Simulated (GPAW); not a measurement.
# TiO2 (Rutile, P4_2/mnm): the O K absorption edge, part 2 of 2

Aim: the near-edge shape at the O K edge of TiO2 (Rutile, P4_2/mnm), and what the core hole does to it.

GPAW 26.7.0; X-ray absorption from dipole matrix elements to empty bands, plane-wave PAW PBE.

So far. Step 2 (Ground state of the crystal): The mesh shows a gap of 1.89 eV, so the hole is first treated in a charged cell, without the excited electron. Step 3 (Spectrum without a core hole, O atom 3): Main maxima below 24 eV (height): 1.4 eV (2.08), 4.5 eV (2.49), 9.9 eV (0.89) and 13.4 eV (1.53). A K edge sees empty p states; the first features are O p mixed into the empty d states of the Ti neighbours, and the broad ones above probably into the cations' higher empty bands.

## Step 5: Spectrum with FCH, O atom 3

The holes are 5.5 Å apart. In GPAW the data set carries the hole's charge, so charge=0 means a charged cell and charge=-1 a neutral one. The excited electron is left out and a uniform background balances the charge. After the field has converged, empty bands are computed with the density fixed and the dipole matrix elements are summed.

xas.py reads:

```python
import numpy as np
from ase import Atoms
from ase.parallel import parprint, paropen
from gpaw import GPAW, PW, FermiDirac, Mixer, MixerDif, setup_paths
from gpaw.test import gen
setup_paths.insert(0, '.')
gen('O', name='fch1s', xcname='PBE', corehole=(1, 0, 1), write_xml=True)
from gpaw.mpi import world
world.barrier()

atoms = Atoms('Ti4O8',
    cell=[[4.5922, 0, 2.9574],
     [0, 4.5922, 2.9574],
     [-4.5922, 0, 2.9574]],
    scaled_positions=[[0.25, 0.5, 0.75],
     [0.75, 0.5, 0.25],
     [0, 0, 0],
     [0.5, 0, 0.5],
     [0.55496, 0.19504, 0.75],
     [0.05496, 0.19504, 0.25],
     [0, 0.69504, 0.30496],
     [0.5, 0.69504, 0.80496],
     [0.94504, 0.80496, 0.75],
     [0.44504, 0.80496, 0.25],
     [0, 0.30496, 0.69504],
     [0.5, 0.30496, 0.19504]],
    pbc=True)
atoms.calc = calc = GPAW(legacy_gpaw=True, mode=PW(500), xc='PBE', setups={4: 'fch1s'},
    kpts={'size': (4, 4, 4), 'gamma': True}, occupations=FermiDirac(0.02),
    charge=0, mixer=Mixer(0.1, 5, 50), maxiter=150,
    convergence={'density': 0.0001}, txt='scf.txt')
energy = atoms.get_potential_energy() + calc.get_reference_energy()
ef = calc.get_fermi_level()
out = dict(energy=energy, fermi=ef, forces=atoms.get_forces().tolist())
parprint(f'all-electron energy {energy:.4f} eV, Fermi level {ef:.4f} eV')
ev = np.array([[calc.get_eigenvalues(k, s) for k in range(len(calc.get_ibz_k_points()))] for s in range(calc.get_number_of_spins())])
out['homo'], out['lumo'], out['counts'] = ev[ev < ef].max(), ev[ev > ef].min(), sorted(set((ev < ef).sum((0, 2)).tolist()))
out['filled'] = (ev[:, 0] < ef).sum(1).tolist()

from ase.units import Ha
from gpaw.xas import dipole_matrix_elements
nb = int(calc.get_number_of_electrons() / 2) + 97
top, nb = nb, nb + 8 + nb // 12
nscf = calc.fixed_density(kpts={'size': (5, 5, 5), 'gamma': True}, nbands=nb,
    convergence={'bands': top, 'eigenstates': 1e-5}, maxiter=60, txt='nscf.txt')
cell = atoms.cell.array
ops = [cell.T @ U.T @ np.linalg.inv(cell.T) for U in nscf.wfs.kd.symmetry.op_scc]
filled = [48]  # bands filled in the ground state, by spin
E = np.arange(-6, 34, 0.1)
fwhm = np.interp(E, [4, 25], [0.9, 3.5])
Y, X, zero, highest = 0, 0, 1e9, 1e9
for spin in range(nscf.get_number_of_spins()):
    wfs = nscf.wfs
    A = dipole_matrix_elements(wfs.setups[4])
    eps = np.zeros((wfs.kd.nibzkpts, nb))
    d = np.zeros((3, A.shape[1], wfs.kd.nibzkpts, nb), complex)
    for kpt in wfs.kpt_u:
        if kpt.s == spin and 4 in kpt.P_ani:
            eps[kpt.k] = kpt.eps_n * Ha
            d[:, :, kpt.k] = (kpt.weight * wfs.nspins / 2) ** 0.5 * np.inner(A, kpt.P_ani[4])
    world.sum(eps)
    world.sum(d)
    T = np.einsum('amkn,bmkn->abkn', d, d.conj()).real
    T = sum(np.einsum('ai,ijkn,bj->abkn', R, T, R) for R in ops) / len(ops)
    empty = np.ones_like(eps, bool) & (np.arange(nb) >= filled[spin])
    zero, highest = min(zero, eps[empty].min()), min(highest, eps[:, top - 1].min())
    lines = [(eps, T, empty)] if spin == 0 else lines + [(eps, T, empty)]
for eps, T, empty in lines:
    f = np.einsum('aakn->akn', T).reshape(3, -1)
    x = eps.ravel() - zero
    w = np.interp(x, E, fwhm) / 2.35482
    g = np.exp(-0.5 * ((E[:, None] - x) / w) ** 2) / (w * (2 * np.pi) ** 0.5)
    Y = Y + (f * empty.ravel()) @ g.T
    X = X + (f * ~empty.ravel()) @ g.T
out.update(E=E.round(2).tolist(), xas=Y.tolist(), xes=X.tolist(), zero=zero, valid=highest - zero, nk=len(eps), nb=nb)
for i in range(0, len(E), 10):
    parprint(f'{E[i]:7.2f}', *(f'{v:10.3e}' for v in Y[:, i]))
import json
with paropen('out.json', 'w') as f:
    json.dump(out, f)
```

On the command line:

```sh
> OMP_NUM_THREADS=1 mpirun -n 2 gpaw python xas.py
```

Numbers of over 12 decimals in the logs are rounded to 6 here.

Log:

```text
Input parameters:
  convergence: {density: 0.0001}
  kpts: {gamma: True,
         size: (4, 4, 4)}
  maxiter: 150
  mixer: {backend: pulay,
          beta: 0.1,
          method: separate,
          nmaxold: 5,
          weight: 50}
  mode: {ecut: 500.0,
         name: pw}
  occupations: {fixmagmom: False,
                name: fermi-dirac,
                width: 0.02}
  setups: {4: fch1s}
  xc: PBE

Initialize ...

[... PAW data sets ...]

Reference energy: -108668.076603  # eV

Spin-paired calculation

[... convergence settings ...]
Symmetries present (total): 2
  [... symmetry matrices ...]

64 k-points: 4 x 4 x 4 Monkhorst-Pack grid + [1/8,1/8,1/8]
24 k-points in the irreducible part of the Brillouin zone
       k-points in crystal coordinates                weights
   0:     0.00000000    0.00000000    0.00000000          1/64
   1:     0.00000000    0.25000000    0.25000000          2/64
   2:     0.00000000    0.50000000    0.50000000          1/64
   3:     0.25000000   -0.25000000   -0.25000000          2/64
   4:     0.25000000   -0.25000000    0.25000000          2/64
   5:     0.25000000   -0.25000000    0.50000000          4/64
   6:     0.25000000    0.00000000   -0.25000000          4/64
   7:     0.25000000    0.00000000    0.00000000          2/64
   8:     0.25000000    0.25000000   -0.25000000          2/64
   9:     0.25000000    0.25000000    0.00000000          4/64
          ...
  23:     0.50000000    0.50000000    0.50000000          1/64

Wave functions: Plane wave expansion
  Cutoff energy: 500.000 eV
  Number of coefficients (min, max): 3135, 3206
  Pulay-stress correction: 0.000000 eV/Ang^3 (de/decut=0.000000)
  Using FFTW library
  Wavefunction extrapolation:
    Improved wavefunction reuse through dual PAW basis

Occupation numbers: Fermi-Dirac:
  width: 0.0200  # eV

Eigensolver
   Davidson(niter=2)

Densities:
  Coarse grid: 30*30*30 grid
  Fine grid: 60*60*60 grid
  Total Charge: 1.000000

Density mixing:
  Method: separate
  Backend: pulay
  Linear mixing parameter: 0.1
  old densities: 5
  Width of damping distribution: 1.1
  Damping of long wavelength oscillations: 50

[... Hamiltonian set-up ...]
Number of atoms: 12
Number of atomic orbitals: 84
Number of bands in calculation: 62
Number of valence electrons: 96
Bands to converge: occupied

... initialized

Initializing position-dependent things.

Density initialized from atomic densities
Creating initial wave functions:
  62 bands from LCAO basis set

                   O

              O
                   O
           Ti         Ti
             O
              O
        O          O
               Ti
             O

               Ti

Atomic positions and initial magnetic moments

Positions:
   0 Ti    -2.296100    2.296100    4.436100    ( 0.0000,  0.0000,  0.0000)
   1 Ti     2.296100    2.296100    4.436100    ( 0.0000,  0.0000,  0.0000)
   2 Ti     0.000000    0.000000    0.000000    ( 0.0000,  0.0000,  0.0000)
   3 Ti     0.000000    0.000000    2.957400    ( 0.0000,  0.0000,  0.0000)
   4 O     -0.895663    0.895663    4.436100    ( 0.0000,  0.0000,  0.0000)
   5 O     -0.895663    0.895663    1.478700    ( 0.0000,  0.0000,  0.0000)
   6 O     -1.400437    3.191763    2.957400    ( 0.0000,  0.0000,  0.0000)
   7 O     -1.400437    3.191763    5.914800    ( 0.0000,  0.0000,  0.0000)
   8 O      0.895663    3.696537    7.393500    ( 0.0000,  0.0000,  0.0000)
   9 O      0.895663    3.696537    4.436100    ( 0.0000,  0.0000,  0.0000)
  10 O     -3.191763    1.400437    2.957400    ( 0.0000,  0.0000,  0.0000)
  11 O      1.400437    1.400437    2.957400    ( 0.0000,  0.0000,  0.0000)

Unit cell:
           periodic     x           y           z      points  spacing
  1. axis:    yes    4.592200    0.000000    2.957400    30     0.1458
  2. axis:    yes    0.000000    4.592200    2.957400    30     0.1531
  3. axis:    yes   -4.592200    0.000000    2.957400    30     0.1458

  Lengths:   5.462098   5.462098   5.462098
  Angles:   72.952909 114.436520  72.952909

Effective grid spacing dv^(1/3) = 0.1665

iter:   1  -146.370792
iter:   2  -135.078305   -0.74  -0.91
iter:   3  -125.769408   +0.29  -1.02
iter:   4  -125.632437   -0.91  -1.39
iter:   5  -126.294637   -1.02  -1.38
iter:   6  -125.249338   -0.94  -1.37
iter:   7  -125.477868   -0.84  -1.71
iter:   8  -125.102821   -1.63  -1.77
iter:   9  -125.095545   -3.09  -2.28
iter:  10  -125.096775c  -2.74  -2.39
iter:  11  -125.092764c  -3.46  -2.67
iter:  12  -125.092012c  -4.13  -2.85
iter:  13  -125.091592c  -4.25  -3.03
iter:  14  -125.091810c  -4.27  -3.24
iter:  15  -125.091614c  -4.80  -3.31
iter:  16  -125.091604c  -5.85  -3.59
iter:  17  -125.091598c  -5.62  -3.80
iter:  18  -125.091597c  -6.06  -4.21c
iter:  19  -125.091596c  -6.52  -4.28c
iter:  20  -125.091595c  -7.48c -4.53c

Converged after 20 iterations.

Dipole moment: (-0.222053, -0.194434, 0.051493) |e|*Ang

Energy contributions relative to reference atoms: (reference = -108668.076603)

Kinetic:        +83.214288
Potential:     -123.344863
External:        +0.000000
XC:             -85.912445
Entropy (-ST):   -0.000000
Local:           +0.951426
SIC:             +0.000000
--------------------------
Free energy:   -125.091595
Extrapolated:  -125.091595

Showing only first 2 kpts
 Kpt  Band  Eigenvalues  Occupancy
  0    46      5.26997    2.00000
  0    47      5.66281    2.00000
  0    48      7.43092    0.00000
  0    49      7.80652    0.00000

  1    46      4.98610    2.00000
  1    47      5.42303    2.00000
  1    48      7.85993    0.00000
[...]
Fermi level: 6.44421

Gap: 1.729 eV
Transition (v -> c):
  (s=0, k=0, n=47, [0.00, 0.00, 0.00]) -> (s=0, k=23, n=48, [0.50, 0.50, 0.50])
Direct/indirect transitions are different
Direct gap: 1.768 eV
Transition at: (s=0, k=0, n=47, [0.00, 0.00, 0.00])

Forces in eV/Ang:
  0 Ti   -2.08237    2.08237    0.00000
  1 Ti    0.15585   -0.15585   -0.00007
  2 Ti    1.49320   -1.49320    3.01130
  3 Ti    1.49323   -1.49323   -3.01144
  4 O    -0.61998    0.61998    0.00052
  5 O     0.11223   -0.11223    0.00028
  6 O     0.28589    0.19580    0.15428
  7 O     0.28576    0.19594   -0.15422
  8 O    -0.20364    0.20364   -0.00028
  9 O    -0.52752    0.52752   -0.00027
 10 O    -0.19580   -0.28589    0.15428
 11 O    -0.19594   -0.28576   -0.15422
Scalar-relativistic atomic PBE calculation for O (Oxygen, Z=8)
Core hole in 1s state (1s occupation: 1.0)
300 radial gridpoints.
|------------------------------------------------|
|------------------------------------------------|
[... the atom generator's iteration count ...]

Energy contributions:
-------------------------
Kinetic:      +54.482386
XC:            -6.221029
Potential:   -102.872811
-------------------------
Total:        -54.611454

state      eigenvalue         ekin         rmax
-----------------------------------------------
1s^1.0 :   -21.894578    30.998381        0.126
2s^2.0 :    -1.608483     4.112072        0.796
2p^4.0 :    -1.062351     3.814965        0.685
-----------------------------------------------
(units: Bohr and Hartree)

Generating PAW setup
Kinetic energy of the core from tauc = 31.023928
Cutoffs:
rc(s)=1.300
rc(p)=1.130
rc(d)=1.170
rc(vbar)=1.300
rc(comp)=1.260
rc(nct)=1.300

Kinetic energy of the core states: 30.998381
Charge: 1.0
Core electrons: 1.0
Valence electrons: 6.0
Pseudo-core charge: 0.000187
Shape function alpha=6.299
Pseudo-electron charge 5.288669
state    eigenvalue         norm
--------------------------------
2s(2) :    -1.608483     1.066038
*s    :    -0.608483
2p(4) :    -1.062351     0.789101
*p    :    -0.062351
*d    :     0.000000
--------------------------------

Diagonalizing with gridspacing h=0.050

state   all-electron     PAW
-------------------------------
2s:      -1.608483    -1.609927
2p:      -1.062351    -1.068630
*d:                   -0.061610
*f:                   -0.013338
-------------------------------
all-electron energy -108793.1682 eV, Fermi level 6.4442 eV
[...]
31.00  3.410e-05  3.410e-05  5.529e-05
  32.00  3.792e-05  3.792e-05  6.041e-05
  33.00  4.443e-05  4.443e-05  6.915e-05
```

It took 3.5 min on 2 MPI ranks of AMD EPYC 7R43, shared host; peak memory 0.58 GiB; 7 min of CPU time.

The O K spectrum, O atom 3, full core hole (charged cell) (energy from the lowest empty level; intensity scaled to a mean of 1 over the first 20 eV; polarised curves are means over the symmetry-equivalent atoms):

| E (eV) | isotropic | ε ⊥ c | ε ∥ c |
| --- | --- | --- | --- |
| -2.00 | 0.00 | 0.00 | 0.00 |
| -1.25 | 0.00 | 0.00 | 0.00 |
| -0.50 | 0.05 | 0.05 | 0.04 |
| 0.25 | 0.87 | 1.03 | 0.55 |
| 1.00 | 1.74 | 1.92 | 1.40 |
| 1.75 | 0.75 | 0.92 | 0.43 |
| 2.50 | 0.38 | 0.33 | 0.48 |
| 3.25 | 1.88 | 1.48 | 2.67 |
| 4.00 | 2.21 | 1.89 | 2.85 |
| 4.75 | 0.94 | 0.99 | 0.86 |
| 5.50 | 0.18 | 0.21 | 0.13 |
| 6.25 | 0.04 | 0.04 | 0.03 |
| 7.00 | 0.09 | 0.09 | 0.10 |
| 7.75 | 0.25 | 0.26 | 0.25 |
| 8.50 | 0.58 | 0.60 | 0.53 |
| 9.25 | 1.03 | 1.04 | 1.01 |
| 10.00 | 1.28 | 1.19 | 1.47 |
| 10.75 | 1.25 | 1.08 | 1.59 |
| 11.50 | 1.30 | 1.15 | 1.61 |
| 12.25 | 1.56 | 1.44 | 1.81 |
| 13.00 | 1.76 | 1.67 | 1.92 |
| 13.75 | 1.68 | 1.68 | 1.68 |
| 14.50 | 1.49 | 1.60 | 1.29 |
| 15.25 | 1.38 | 1.54 | 1.04 |
| 16.00 | 1.23 | 1.39 | 0.89 |
| 16.75 | 0.94 | 1.06 | 0.69 |
| 17.50 | 0.64 | 0.72 | 0.50 |
| 18.25 | 0.46 | 0.50 | 0.39 |
| 19.00 | 0.40 | 0.41 | 0.39 |
| 19.75 | 0.42 | 0.40 | 0.48 |
| 20.50 | 0.50 | 0.45 | 0.62 |
| 21.25 | 0.60 | 0.55 | 0.70 |
| 22.00 | 0.71 | 0.70 | 0.71 |
| 22.75 | 0.79 | 0.86 | 0.67 |
| 23.50 | 0.85 | 0.96 | 0.62 |
| 24.25 | 0.86 | 0.98 | 0.60 |
| 25.00 | 0.82 | 0.93 | 0.60 |
| 25.75 | 0.76 | 0.85 | 0.59 |
| 26.50 | 0.70 | 0.75 | 0.58 |
| 27.25 | 0.63 | 0.65 | 0.59 |
| 28.00 | 0.59 | 0.57 | 0.63 |
| 28.75 | 0.58 | 0.52 | 0.71 |
| 29.50 | 0.62 | 0.52 | 0.81 |
| 30.25 | 0.67 | 0.55 | 0.90 |
| 31.00 | 0.72 | 0.60 | 0.97 |
| 31.75 | 0.77 | 0.64 | 1.03 |

Main maxima below 24 eV (height): 0.9 eV (1.76), 3.7 eV (2.38), 10.2 eV (1.29) and 13.2 eV (1.76). A K edge sees empty p states; the first features are O p mixed into the empty d states of the Ti neighbours, and the broad ones above probably into the cations' higher empty bands. Ti is d⁰ and octahedral here, so the pair, 2.8 eV apart, is its t₂g and e_g bands.

The hole costs E(hole) − E(ground) = 530.54 eV, and the lowest empty level of the hole cell on the spectrum's mesh lies at 7.41 eV, which puts the zero at 537.95 eV. One term is added: -8.91 eV, since the hole is spin-paired here and a spin-polarised one costs that much less in the free atom (computed apart). The photon energy is then 529.04 eV. The functional and the charged cell's background leave an error of a few eV in such absolute values.

## Step 6: Excitation energy, O atom 3

With the excited electron kept in the cell the system stays neutral, and the energy difference is an excitation energy by itself. In a small cell that electron takes up a good share of the lowest empty band, or all of one, which shifts the value from the true onset.

Changed against the first core-hole run: core hole to XCH, with the smearing that suits a partly filled band.

scf.py reads:

```python
import numpy as np
from ase import Atoms
from ase.parallel import parprint, paropen
from gpaw import GPAW, PW, FermiDirac, Mixer, MixerDif, setup_paths
from gpaw.test import gen
setup_paths.insert(0, '.')
gen('O', name='fch1s', xcname='PBE', corehole=(1, 0, 1), write_xml=True)
from gpaw.mpi import world
world.barrier()

atoms = Atoms('Ti4O8',
    cell=[[4.5922, 0, 2.9574],
     [0, 4.5922, 2.9574],
     [-4.5922, 0, 2.9574]],
    scaled_positions=[[0.25, 0.5, 0.75],
     [0.75, 0.5, 0.25],
     [0, 0, 0],
     [0.5, 0, 0.5],
     [0.55496, 0.19504, 0.75],
     [0.05496, 0.19504, 0.25],
     [0, 0.69504, 0.30496],
     [0.5, 0.69504, 0.80496],
     [0.94504, 0.80496, 0.75],
     [0.44504, 0.80496, 0.25],
     [0, 0.30496, 0.69504],
     [0.5, 0.30496, 0.19504]],
    pbc=True)
atoms.calc = calc = GPAW(legacy_gpaw=True, mode=PW(500), xc='PBE', setups={4: 'fch1s'},
    kpts={'size': (4, 4, 4), 'gamma': True}, occupations=FermiDirac(0.04),
    charge=-1, mixer=Mixer(0.1, 5, 50), maxiter=150,
    convergence={'density': 0.0001}, txt='scf.txt')
energy = atoms.get_potential_energy() + calc.get_reference_energy()
ef = calc.get_fermi_level()
out = dict(energy=energy, fermi=ef, forces=atoms.get_forces().tolist())
parprint(f'all-electron energy {energy:.4f} eV, Fermi level {ef:.4f} eV')
ev = np.array([[calc.get_eigenvalues(k, s) for k in range(len(calc.get_ibz_k_points()))] for s in range(calc.get_number_of_spins())])
out['homo'], out['lumo'], out['counts'] = ev[ev < ef].max(), ev[ev > ef].min(), sorted(set((ev < ef).sum((0, 2)).tolist()))
out['filled'] = (ev[:, 0] < ef).sum(1).tolist()
import json
with paropen('out.json', 'w') as f:
    json.dump(out, f)
```

On the command line:

```sh
> OMP_NUM_THREADS=1 mpirun -n 2 gpaw python scf.py
```

Log:

```text
Input parameters:
  charge: -1
  convergence: {density: 0.0001}
  kpts: {gamma: True,
         size: (4, 4, 4)}
  maxiter: 150
  mixer: {backend: pulay,
          beta: 0.1,
          method: separate,
          nmaxold: 5,
          weight: 50}
  mode: {ecut: 500.0,
         name: pw}
  occupations: {fixmagmom: False,
                name: fermi-dirac,
                width: 0.04}
  setups: {4: fch1s}
  xc: PBE

[...]
2s(2) :    -1.608483     1.066038
*s    :    -0.608483
2p(4) :    -1.062351     0.789101
*p    :    -0.062351
*d    :     0.000000
--------------------------------

Diagonalizing with gridspacing h=0.050

state   all-electron     PAW
-------------------------------
2s:      -1.608483    -1.609927
2p:      -1.062351    -1.068630
*d:                   -0.061610
*f:                   -0.013338
-------------------------------
all-electron energy -108785.3911 eV, Fermi level 8.0439 eV
[key lines of the parts left out:]
Converged after 21 iterations.
Dipole moment: (-0.215727, -0.218259, 0.046294) |e|*Ang
Free energy:   -117.333790
Fermi level: 8.04392
```

Elapsed: 68 s, on 2 MPI ranks; peak memory 0.31 GiB.

The total-energy difference is 538.32 eV. With the free-atom term of -8.91 eV for this edge, the photon energy is 529.41 eV.

## Step 7: What the core hole does

Both curves are counted from their own zero, so only the shift of weight within the empty states shows.

| E (eV) | no hole | FCH |
| --- | --- | --- |
| -2.0 | 0.00 | 0.00 |
| -1.0 | 0.00 | 0.00 |
| 0.0 | 0.29 | 0.43 |
| 1.0 | 1.80 | 1.74 |
| 2.0 | 1.56 | 0.46 |
| 3.0 | 0.53 | 1.27 |
| 4.0 | 1.88 | 2.21 |
| 5.0 | 1.94 | 0.57 |
| 6.0 | 0.18 | 0.05 |
| 7.0 | 0.09 | 0.09 |
| 8.0 | 0.30 | 0.34 |
| 9.0 | 0.67 | 0.88 |
| 10.0 | 0.89 | 1.28 |
| 11.0 | 0.83 | 1.24 |
| 12.0 | 1.11 | 1.47 |
| 13.0 | 1.49 | 1.76 |
| 14.0 | 1.46 | 1.62 |
| 15.0 | 1.33 | 1.41 |
| 16.0 | 1.36 | 1.23 |
| 17.0 | 1.08 | 0.83 |
| 18.0 | 0.64 | 0.51 |
| 19.0 | 0.42 | 0.40 |
| 20.0 | 0.41 | 0.45 |
| 21.0 | 0.49 | 0.57 |
| 22.0 | 0.58 | 0.71 |
| 23.0 | 0.66 | 0.82 |
| 24.0 | 0.72 | 0.86 |
| 25.0 | 0.71 | 0.82 |
| 26.0 | 0.65 | 0.74 |
| 27.0 | 0.58 | 0.65 |
| 28.0 | 0.50 | 0.59 |
| 29.0 | 0.46 | 0.59 |
| 30.0 | 0.47 | 0.65 |
| 31.0 | 0.49 | 0.72 |
| 32.0 | 0.50 | 0.79 |

With each curve scaled to its own mean, the area from −2 to 6 eV with the hole is 6.8 against 8.1, and the centre of weight from −1 to 20 eV moves by +0.3 eV (first and strongest maxima below 20 eV: 1.4 eV (2.08), 4.5 eV (2.49) and 13.4 eV (1.53) without the hole, 0.9 eV (1.76), 3.7 eV (2.38) and 13.2 eV (1.76) with it): the weight at the onset falls, probably as the absorber's own filled states drop away from the neighbours' empty ones and mix less with them.

## Step 8: Outcome

* absorber and edge: O K, atom 3 of the ground-state input (counted from 1)
* surroundings: 2 Ti at 1.95 Å and 1 Ti at 1.98 Å (distorted trigonal planar, site symmetry m2m)
* highest intensity below 16 eV: 3.7 eV above the zero, height 2.38
* photon energy of the zero, with the added terms: 529.0 eV (raw 538.0 eV; uncertain by a few eV)

The O K edge of atom 3, with 2 Ti at 1.95 Å and 1 Ti at 1.98 Å (distorted trigonal planar, site symmetry m2m), has its highest intensity of the first 16 eV at 3.7 eV above the zero, near 533 eV in photon energy (uncertain by a few eV), 2.4 times the mean level of the first 20 eV (Gaussian full width 0.9 eV up to 4 eV, rising linearly to 3.5 eV at 25 eV). With each curve scaled to its own mean, the area from −2 to 6 eV with the hole is 6.8 against 8.1, and the centre of weight from −1 to 20 eV moves by +0.3 eV (first and strongest maxima below 20 eV: 1.4 eV (2.08), 4.5 eV (2.49) and 13.4 eV (1.53) without the hole, 0.9 eV (1.76), 3.7 eV (2.38) and 13.2 eV (1.76) with it): the weight at the onset falls, probably as the absorber's own filled states drop away from the neighbours' empty ones and mix less with them. The neutral-cell energy lies +0.4 eV from the charged-cell zero, a gap made of the charged-cell error and of where the added electron settles. At the O K edge of atom 3 polarisation matters most near 3.3 eV, where the curves differ by 1.2 on this scale. The holes are only 5.5 Å apart, so the shape is probably not converged with cell size; no larger cell was run here. The mesh is coarse (0.29 Å⁻¹ between points), so small maxima may be mesh ripples. The structure is a published determination, not relaxed.

[Banner, clock and machine lines of the logs are left out without a mark of their own.]

[Logs are printed without paths, hosts, clocks, repeated set-up lines and the standing remarks that a program may print on its own settings, such as how far it seeks lower states.]

[Hosts, paths, dates, database ids (printed as entryN), source tags and the programs' standing remarks are cut or masked in the printed files.]

[Lists of maxima count a maximum above −3 eV only where it reaches 4 % of the highest in the window and stands out from its surroundings by 2 % of it (1.5 % where it reaches 55 %); shoulders and weaker maxima are passed over, and of the rest the first, up to two pre-edge ones and the few strongest are named.]
